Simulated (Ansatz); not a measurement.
**Squeezing and shearing H5C4SN2Cl (Cmcm) (104 atoms)**

How stiff is H5C4SN2Cl (Cmcm) (104 atoms), and how do its levels respond to strain?

Method: Kohn-Sham DFT, LDA, PAW (set soft_2), plane waves, in Ansatz 0.2.0.

### Step 1. Starting point

The cell holds 104 atoms: 40 H, 32 C, 8 S, 16 N and 8 Cl. Cell: a = 8.017 Å, b = 12.911 Å, c = 13.085 Å, α = 90.0°, β = 90.0°, γ = 90.0°. It derives from H5C4SN2Cl (Cmcm), repeated 1×1×2. H5C4SN2Cl, space group Cmcm, structure from the Crystallography Open Database, 1 x 1 x 2 conventional cells; positions as listed; bonds to H set to neutron lengths (C-H 1.089, N-H 1.015, O-H 0.983, B-H 1.19 Å) where the listed ones are shorter.

What the set-up can't give: Only the Γ point is sampled.

### Step 2. Single point at the start

A single point comes first, to see the forces before anything moves.

input.yaml

```yaml
crystal:
  lattice:
    - [8.0166, 0.0, 0.0]
    - [0.0, 12.9113, 0.0]
    - [0.0, 0.0, 13.0846]
  atoms:
    - { symbol: H, position: [0.75321, 0.26172, 0.375] }
    - { symbol: H, position: [0.24679, 0.73828, 0.125] }
    - { symbol: H, position: [0.24679, 0.26172, 0.375] }
    - { symbol: H, position: [0.75321, 0.73828, 0.125] }
    - { symbol: H, position: [0.25321, 0.76172, 0.375] }
    - { symbol: H, position: [0.74679, 0.23828, 0.125] }
    - { symbol: H, position: [0.74679, 0.76172, 0.375] }
    - { symbol: H, position: [0.25321, 0.23828, 0.125] }
    - { symbol: H, position: [0.5, 0.98226, 0.375] }
    - { symbol: H, position: [0.5, 0.01774, 0.125] }
    - { symbol: H, position: [0.0, 0.48226, 0.375] }
    - { symbol: H, position: [0.0, 0.51774, 0.125] }
    - { symbol: H, position: [0.783, 0.093, 0.375] }
    - { symbol: H, position: [0.217, 0.907, 0.125] }
    - { symbol: H, position: [0.217, 0.093, 0.375] }
    - { symbol: H, position: [0.783, 0.907, 0.125] }
    - { symbol: H, position: [0.283, 0.593, 0.375] }
    - { symbol: H, position: [0.717, 0.407, 0.125] }
    - { symbol: H, position: [0.717, 0.593, 0.375] }
    - { symbol: H, position: [0.283, 0.407, 0.125] }
    - { symbol: C, position: [0.5, 0.2829, 0.375] }
    - { symbol: C, position: [0.5, 0.7171, 0.125] }
    - { symbol: C, position: [0.0, 0.7829, 0.375] }
    - { symbol: C, position: [0.0, 0.2171, 0.125] }
    - { symbol: C, position: [0.5, 0.0666, 0.375] }
    - { symbol: C, position: [0.5, 0.9334, 0.125] }
    - { symbol: C, position: [0.0, 0.5666, 0.375] }
    - { symbol: C, position: [0.0, 0.4334, 0.125] }
    - { symbol: C, position: [0.6462, 0.122, 0.375] }
    - { symbol: C, position: [0.3538, 0.878, 0.125] }
    - { symbol: C, position: [0.3538, 0.122, 0.375] }
    - { symbol: C, position: [0.6462, 0.878, 0.125] }
    - { symbol: C, position: [0.1462, 0.622, 0.375] }
    - { symbol: C, position: [0.8538, 0.378, 0.125] }
    - { symbol: C, position: [0.8538, 0.622, 0.375] }
    - { symbol: C, position: [0.1462, 0.378, 0.125] }
    - { symbol: S, position: [0.5, 0.40962, 0.375] }
    - { symbol: S, position: [0.5, 0.59038, 0.125] }
    - { symbol: S, position: [0.0, 0.90962, 0.375] }
    - { symbol: S, position: [0.0, 0.09038, 0.125] }
    - { symbol: "N", position: [0.6416, 0.2246, 0.375] }
    - { symbol: "N", position: [0.3584, 0.7754, 0.125] }
    - { symbol: "N", position: [0.3584, 0.2246, 0.375] }
    - { symbol: "N", position: [0.6416, 0.7754, 0.125] }
    - { symbol: "N", position: [0.1416, 0.7246, 0.375] }
    - { symbol: "N", position: [0.8584, 0.2754, 0.125] }
    - { symbol: "N", position: [0.8584, 0.7246, 0.375] }
    - { symbol: "N", position: [0.1416, 0.2754, 0.125] }
    - { symbol: Cl, position: [0.5, 0.20574, 0.125] }
    - { symbol: Cl, position: [0.5, 0.79426, 0.375] }
    - { symbol: Cl, position: [0.0, 0.70574, 0.125] }
    - { symbol: Cl, position: [0.0, 0.29426, 0.375] }
    - { symbol: H, position: [0.75321, 0.26172, 0.875] }
    - { symbol: H, position: [0.24679, 0.73828, 0.625] }
    - { symbol: H, position: [0.24679, 0.26172, 0.875] }
    - { symbol: H, position: [0.75321, 0.73828, 0.625] }
    - { symbol: H, position: [0.25321, 0.76172, 0.875] }
    - { symbol: H, position: [0.74679, 0.23828, 0.625] }
    - { symbol: H, position: [0.74679, 0.76172, 0.875] }
    - { symbol: H, position: [0.25321, 0.23828, 0.625] }
    - { symbol: H, position: [0.5, 0.98226, 0.875] }
    - { symbol: H, position: [0.5, 0.01774, 0.625] }
    - { symbol: H, position: [0.0, 0.48226, 0.875] }
    - { symbol: H, position: [0.0, 0.51774, 0.625] }
    - { symbol: H, position: [0.783, 0.093, 0.875] }
    - { symbol: H, position: [0.217, 0.907, 0.625] }
    - { symbol: H, position: [0.217, 0.093, 0.875] }
    - { symbol: H, position: [0.783, 0.907, 0.625] }
    - { symbol: H, position: [0.283, 0.593, 0.875] }
    - { symbol: H, position: [0.717, 0.407, 0.625] }
    - { symbol: H, position: [0.717, 0.593, 0.875] }
    - { symbol: H, position: [0.283, 0.407, 0.625] }
    - { symbol: C, position: [0.5, 0.2829, 0.875] }
    - { symbol: C, position: [0.5, 0.7171, 0.625] }
    - { symbol: C, position: [0.0, 0.7829, 0.875] }
    - { symbol: C, position: [0.0, 0.2171, 0.625] }
    - { symbol: C, position: [0.5, 0.0666, 0.875] }
    - { symbol: C, position: [0.5, 0.9334, 0.625] }
    [... 20 atom lines left out ...]
    - { symbol: "N", position: [0.8584, 0.7246, 0.875] }
    - { symbol: "N", position: [0.1416, 0.2754, 0.625] }
    - { symbol: Cl, position: [0.5, 0.20574, 0.625] }
    - { symbol: Cl, position: [0.5, 0.79426, 0.875] }
    - { symbol: Cl, position: [0.0, 0.70574, 0.625] }
    - { symbol: Cl, position: [0.0, 0.29426, 0.875] }
kpoints:
  mp_grid: { grid: [1, 1, 1] }
hamiltonian:
  xc: lda
scf:
  occupations: { method: gaussian, width: 0.025 }
output:
  forces: true
```

Launch:

```bash
> ansatz run input.yaml --threads 4 --pin off --max-ram 8192MiB --backend cpu --events-out ev --progress --plain --runs-dir out
```

Numbers of over 12 decimals in the logs are rounded to 6 here.

The log of the run:

```text
Engine: ansatz 0.2.0, x86_64-unknown-linux-gnu
Pseudopotentials: kind: paw
Pseudopotential: H, paw, valence charge 1, recommended cutoff 420 eV (normal), H.paw.azcp
Pseudopotential: C, paw, valence charge 4, recommended cutoff 420 eV (normal), C.paw.azcp
Pseudopotential: S, paw, valence charge 6, recommended cutoff 420 eV (normal), S.paw.azcp
Pseudopotential: N, paw, valence charge 5, recommended cutoff 420 eV (normal), N.paw.azcp
Pseudopotential: Cl, paw, valence charge 7, recommended cutoff 420 eV (normal), Cl.paw.azcp
[... 3 lines on functional and potentials left out ...]
Crystal: 104 atoms, lattice volume = 1354.318 Å³
Basis set: ecut = 420 eV, 26555 PW (Γ)
Bands: 280, of which v1, the nominal top of the filled ones, is band 176 counted from 1 (175 counted from 0)
Symmetry: 32 space group operations
Space group: Cmcm (ITA 63), of the structure as read, at distance tolerance 1.1e-4 Å
k-points: 1
[... 15 lines on functional and potentials left out ...]
Initial density: superposition of atomic densities (neutral atoms: chi_scale 0, normalization atom), corrected by the library's trained network
Initial wavefunctions: pseudopotential atomic-orbital guess
Functional: x = slater, c = lda
SCF iter   1: F=—  HF=-29699.836383 eV  |F-HF|=—  |Δ(HF+E_count)|=         —  Δρ=9.64e-3  dr2=2.07e0  ethr=1.77e-3  ⟨swp⟩=6.0  Hψ=1276  notcnv=0  defer=37
preconditioner: auto → Resta (q_TF=auto, 2.180 Å⁻¹)  ε∞=2.8  [insulator: Δε(μ)=2.287 eV  Ē_g=13.911 eV  σ=0.025 eV  W_gap=1.00  n_scr=240 (ndim 8)  ℏωp=18.5 eV  f_vac=0.138  D(μ)=0.00/eV (n_scr^D=0)  ε∞_Penn≈2.8]
SCF iter   2: F=—  HF=-29699.284493 eV  |F-HF|=—  |Δ(HF+E_count)|=   5.52e-1  Δρ=5.21e-3  dr2=2.91e-1  ethr=5.89e-4  ⟨swp⟩=3.0  Hψ=493  notcnv=0  defer=96
SCF iter   3: F=—  HF=-29699.206932 eV  |F-HF|=—  |Δ(HF+E_count)|=   7.76e-2  Δρ=2.06e-3  dr2=8.01e-2  ethr=8.26e-5  ⟨swp⟩=2.0  Hψ=312  notcnv=0  defer=20
automatic band count: iteration 3 solves 204 bands in place of 280: the levels show a gap, and the empty bands left out lie too high to hold charge; the band table lists the bands solved (type scf.n_extra_bands for more)
SCF iter   4: F=—  HF=-29699.187811 eV  |F-HF|=—  |Δ(HF+E_count)|=   1.91e-2  Δρ=7.53e-4  dr2=8.86e-3  ethr=2.28e-5  ⟨swp⟩=2.0  Hψ=360  notcnv=0  defer=20
SCF iter   5: F=—  HF=-29699.186971 eV  |F-HF|=—  |Δ(HF+E_count)|=   8.40e-4  Δρ=2.19e-4  dr2=6.05e-4  ethr=2.52e-6  ⟨swp⟩=2.0  Hψ=347  notcnv=0  defer=20
SCF iter   6: F=—  HF=-29699.187314 eV  |F-HF|=—  |Δ(HF+E_count)|=   3.42e-4  Δρ=6.13e-5  dr2=5.80e-5  ethr=1.72e-7  ⟨swp⟩=2.0  Hψ=288  notcnv=0  defer=20
SCF iter   7: F=—  HF=-29699.188071 eV  |F-HF|=—  |Δ(HF+E_count)|=   7.58e-4  Δρ=2.90e-5  dr2=1.23e-5  ethr=1.65e-8  ⟨swp⟩=2.0  Hψ=360  notcnv=0  defer=20
SCF iter   8: F=—  HF=-29699.188071 eV  |F-HF|=—  |Δ(HF+E_count)|=   2.88e-8  Δρ=5.67e-6  dr2=4.74e-7  ethr=3.48e-9  ⟨swp⟩=2.0  Hψ=355  notcnv=0  defer=20
SCF iter   9: F=-29699.188072 eV  HF=-29699.188072 eV  |F-HF|=2.23e-8  |Δ(HF+E_count)|=   4.17e-7  Δρ=2.04e-6  dr2=7.65e-8  ethr=2.84e-11  ⟨swp⟩=5.0  Hψ=721  notcnv=0
SCF 1 converged in 9 iterations: F = -29699.188072 eV  dr2 = 7.65e-8
  greatest PAW one-centre occupation: 0.893 electrons in one spin orbital (limit 2), on the Cl atom at site 103 (counted from 0), in its partial waves of l = 0
SCF converged after 9 iterations
Free energy (F): -29699.188072 eV
Harris-Foulkes:  -29699.188072 eV  (|F-HF|=2.23e-8)
Internal energy: -29699.188072 eV  (E = F + TS)
E sigma→0 (E₀):  -29699.188072 eV
Fermi energy:    1.595154 eV
--- Per-component energies (eV) ---
  E_band       = -2463.316280
  E_kinetic    = 7668.825242
  E_local      = -21430.714876  (includes V_loc(G=0)·N_el)
  E_nonlocal   = 2220.955325
  E_hartree    = 7441.839628
  E_xc         = -4386.351760
  E_vxc        = -5167.718866  (∫ρ·V_xc dr)
  E_paw        = -14417.759455  (= ΣΔE_a)
  E_vpaw       = -638.297332  (= ΣTr[D̂ρ^β])
  E_aug_tail   = -0.045062  (compensation charges beyond the density's cutoff)
  E_ewald      = -6801.977972
  E_core_change = 6.040859  (= ΣΔE_core)
  E_smearing   = -0.000000  (= −TS)
  E_closure    = -0.000000  (closes the sum)
  Σ components = -29699.188072   (vs F -29699.188072, Δ=0.00e0)
--- Forces (eV/Å), atoms counted from 1 ---
  atom   1  H      1.33793477     0.76525456     0.00000000
  atom   2  H     -1.33793477    -0.76525456     0.00000000
  atom   3  H     -1.33793477     0.76525456     0.00000000
  atom   4  H      1.33793477    -0.76525456     0.00000000
  atom   5  H      1.33793477     0.76525456    -0.00000000
  atom   6  H     -1.33793477    -0.76525456    -0.00000000
  atom   7  H     -1.33793477     0.76525456    -0.00000000
  atom   8  H      1.33793477    -0.76525456     0.00000000
  atom   9  H      0.00000000    -0.38480949    -0.00000000
  atom  10  H     -0.00000000     0.38480949     0.00000000
  atom  11  H      0.00000000    -0.38480949    -0.00000000
  atom  12  H     -0.00000000     0.38480949     0.00000000
  atom  13  H     -1.72872411     0.01591177    -0.00000000
  atom  14  H      1.72872411    -0.01591177     0.00000000
[...]
atom 103  Cl    -0.00000000    -0.03664694     0.00000000
  atom 104  Cl    -0.00000000     0.03664694     0.00000000
  max |Σ_I F_I| component: 7.84e-16 eV/Å
```

The job ended after 4.8 s (4 threads of Intel Xeon 6975P-C (Granite Rapids), shared host; peak memory 1.3 GiB).

The r.m.s. force at the start is 0.71 eV/Å.

### Step 3. Cell and atoms relaxed

The cell is relaxed with the atoms, since the starting lattice needn't suit this functional.

input.yaml

```yaml
crystal:
  lattice:
    - [8.0166, 0.0, 0.0]
    - [0.0, 12.9113, 0.0]
    - [0.0, 0.0, 13.0846]
  atoms:
    [... the 104 atom lines of step 2 ...]
kpoints:
  mp_grid: { grid: [1, 1, 1] }
hamiltonian:
  xc: lda
scf:
  occupations: { method: gaussian, width: 0.025 }
output:
  forces: true
relax:
  f_tol: 0.05
  max_steps: 150
  cell: {}
```

The log of the run:

```text
[...]
Crystal: 104 atoms, lattice volume = 1354.318 Å³
Basis set: ecut = 420 eV, 26555 PW (Γ)
Bands: 280, of which v1, the nominal top of the filled ones, is band 176 counted from 1 (175 counted from 0)
Symmetry: 32 space group operations
[...]
k-points: 1
[...]
SCF iter   1: F=—  HF=-29699.836382 eV  |F-HF|=—  |Δ(HF+E_count)|=         —  Δρ=9.64e-3  dr2=2.07e0  ethr=1.77e-3  ⟨swp⟩=6.0  Hψ=1276  notcnv=0  defer=37
[...]
SCF iter   9: F=-29699.188072 eV  HF=-29699.188072 eV  |F-HF|=2.97e-8  |Δ(HF+E_count)|=   4.23e-7  Δρ=2.11e-6  dr2=8.29e-8  ethr=2.84e-11  ⟨swp⟩=4.0  Hψ=796  notcnv=0
SCF 1 converged in 9 iterations: F = -29699.188072 eV  dr2 = 8.29e-8
[...]
relax step   1: F+E_penalty+E_count = -29699.18807160 eV  Δ(F+E_penalty+E_count) = +0.000e0 eV  max|allowed force component| = 1.729e0 eV/Å  Δτ_max = 0.0000 Å  P = -0.282 GPa  Ω = 1354.318 Å³  (9 SCF iters, dr2 threshold 1.00e-7 eV, accepted)
[... from here on, the SCF cycles and remarks between the steps are left out ...]
relax step   2: F+E_penalty+E_count = -29701.33469941 eV  Δ(F+E_penalty+E_count) = -2.147e0 eV  max|allowed force component| = 6.421e-1 eV/Å  Δτ_max = 0.0907 Å  P = +0.667 GPa  Ω = 1244.186 Å³  energy of the carried Pulay correction = +2.401e-1 eV  (7 SCF iters, dr2 threshold 1.04e-5 eV, accepted)
relax step   3: F+E_penalty+E_count = -29701.67737118 eV  Δ(F+E_penalty+E_count) = -3.427e-1 eV  max|allowed force component| = 2.686e-1 eV/Å  Δτ_max = 0.0875 Å  P = +0.234 GPa  Ω = 1270.337 Å³  energy of the carried Pulay correction = +1.812e-1 eV  (7 SCF iters, dr2 threshold 1.04e-5 eV, accepted)
relax step   4: F+E_penalty+E_count = -29701.74772738 eV  Δ(F+E_penalty+E_count) = -7.036e-2 eV  max|allowed force component| = 1.920e-1 eV/Å  Δτ_max = 0.0544 Å  P = +0.084 GPa  Ω = 1266.325 Å³  energy of the carried Pulay correction = +1.902e-1 eV  (6 SCF iters, dr2 threshold 4.51e-6 eV, accepted)
relax step   5: F+E_penalty+E_count = -29701.79058417 eV  Δ(F+E_penalty+E_count) = -4.286e-2 eV  max|allowed force component| = 8.228e-2 eV/Å  Δτ_max = 0.0448 Å  P = -0.044 GPa  Ω = 1263.472 Å³  energy of the carried Pulay correction = +1.966e-1 eV  (7 SCF iters, dr2 threshold 2.30e-6 eV, accepted)
relax step   6: F+E_penalty+E_count = -29701.79874460 eV  Δ(F+E_penalty+E_count) = -8.160e-3 eV  max|allowed force component| = 8.383e-2 eV/Å  Δτ_max = 0.0394 Å  P = -0.008 GPa  Ω = 1265.154 Å³  energy of the carried Pulay correction = +1.928e-1 eV  (8 SCF iters, dr2 threshold 4.23e-7 eV, accepted)
relax step   7: F+E_penalty+E_count = -29701.80810653 eV  Δ(F+E_penalty+E_count) = -9.362e-3 eV  max|allowed force component| = 2.179e-2 eV/Å  Δτ_max = 0.0306 Å  P = +0.014 GPa  Ω = 1263.364 Å³  energy of the carried Pulay correction = +1.968e-1 eV  (7 SCF iters, dr2 threshold 4.39e-7 eV, accepted)
relax step   8: F+E_penalty+E_count = -29701.64587612 eV  Δ(F+E_penalty+E_count) = +1.622e-1 eV  max|allowed force component| = 2.592e-2 eV/Å  Δτ_max = 0.0000 Å  P = -0.137 GPa  Ω = 1263.364 Å³  stress off target by 1.94e-1 GPa  SCF on the basis re-selected at this cell (its energy is not comparable with the rows above)  (6 SCF iters)
relax step   9: F+E_penalty+E_count = -29701.70118383 eV  Δ(F+E_penalty+E_count) = -5.531e-2 eV  max|allowed force component| = 3.500e-2 eV/Å  Δτ_max = 0.0175 Å  P = +0.110 GPa  Ω = 1242.541 Å³  energy of the carried Pulay correction = +5.235e-2 eV  (8 SCF iters, dr2 threshold 9.42e-8 eV, accepted)
relax step  10: F+E_penalty+E_count = -29701.68878293 eV  Δ(F+E_penalty+E_count) = +1.240e-2 eV  max|allowed force component| = 2.233e-2 eV/Å  Δτ_max = 0.0068 Å  P = -0.001 GPa  Ω = 1249.129 Å³  energy of the carried Pulay correction = +3.551e-2 eV  (8 SCF iters, dr2 threshold 6.40e-8 eV, accepted)
relax step  11: F+E_penalty+E_count = -29701.66150242 eV  Δ(F+E_penalty+E_count) = +2.728e-2 eV  max|allowed force component| = 2.205e-2 eV/Å  Δτ_max = 0.0000 Å  P = -0.019 GPa  Ω = 1249.129 Å³  stress off target by 2.79e-2 GPa  SCF on the basis re-selected at this cell (its energy is not comparable with the rows above)  (5 SCF iters)
[...]
SCF converged after 5 iterations
Free energy (F): -29701.661502 eV
[...]
Internal energy: -29701.661502 eV  (E = F + TS)
E sigma→0 (E₀):  -29701.661502 eV
Fermi energy:    2.247092 eV
[...]
--- Forces (eV/Å), atoms counted from 1 ---
  atom   1  H     -0.01005009    -0.00039439     0.00000000
  atom   2  H      0.01005009     0.00039439    -0.00000000
  atom   3  H      0.01005009    -0.00039439    -0.00000000
  atom   4  H     -0.01005009     0.00039439     0.00000000
  atom   5  H     -0.01005009    -0.00039439     0.00000000
  atom   6  H      0.01005009     0.00039439    -0.00000000
  atom   7  H      0.01005009    -0.00039439    -0.00000000
  atom   8  H     -0.01005009     0.00039439     0.00000000
  atom   9  H     -0.00000000     0.00604991     0.00000000
  atom  10  H      0.00000000    -0.00604991    -0.00000000
  atom  11  H     -0.00000000     0.00604991     0.00000000
  atom  12  H      0.00000000    -0.00604991    -0.00000000
  atom  13  H     -0.00846944     0.00203133     0.00000000
  atom  14  H      0.00846944    -0.00203133    -0.00000000
[...]
atom 103  Cl     0.00000000    -0.00304880    -0.00000000
  atom 104  Cl    -0.00000000     0.00304880     0.00000000
  max |Σ_I F_I| component: 3.82e-17 eV/Å
--- Stress (GPa, compression-positive) ---
       -0.023424       0.000000       0.000000
        0.000000      -0.006420      -0.000000
        0.000000      -0.000000      -0.027899
  P = ⅓ Tr σ = -0.0192 GPa (-0.192 kbar)
--- Relaxed structure (9 steps of the walk, 9 accepted, 2 SCFs on fresh bases) ---
  F+E_penalty+E_count = -29701.66150242 eV   max|allowed force component| = 2.205e-2 eV/Å   (the final SCF, on the basis selected at the relaxed cell)
  cell:  # Å, volume = 1249.1291 Å³
    - [7.752243, 0, 0]
    - [0, 13.049469, 0]
    - [0, 0, 12.347730]
  atoms:
    - { symbol: H, position: [0.768501, 0.255715, 0.375000] }
    - { symbol: H, position: [0.231499, 0.744285, 0.125000] }
    - { symbol: H, position: [0.231499, 0.255715, 0.375000] }
    - { symbol: H, position: [0.768501, 0.744285, 0.125000] }
[...]
- { symbol: Cl, position: [-1.5709184983976684e-19, 0.304726, 0.875000] }
```

Wall time 56 s (4 threads); peak memory 1.3 GiB; 3.3 min of CPU time.

The relaxation converged after 9 steps, with a largest force component of 0.022 eV/Å.

(Continued in part 2 of 3.)

[Logs are printed without paths, hosts, clocks, repeated set-up lines and the standing remarks that a program may print on its own settings, such as how far it seeks lower states.]

[Hosts, paths, dates, database ids (printed as entryN), source tags and the programs' standing remarks are cut or masked in the printed files.]
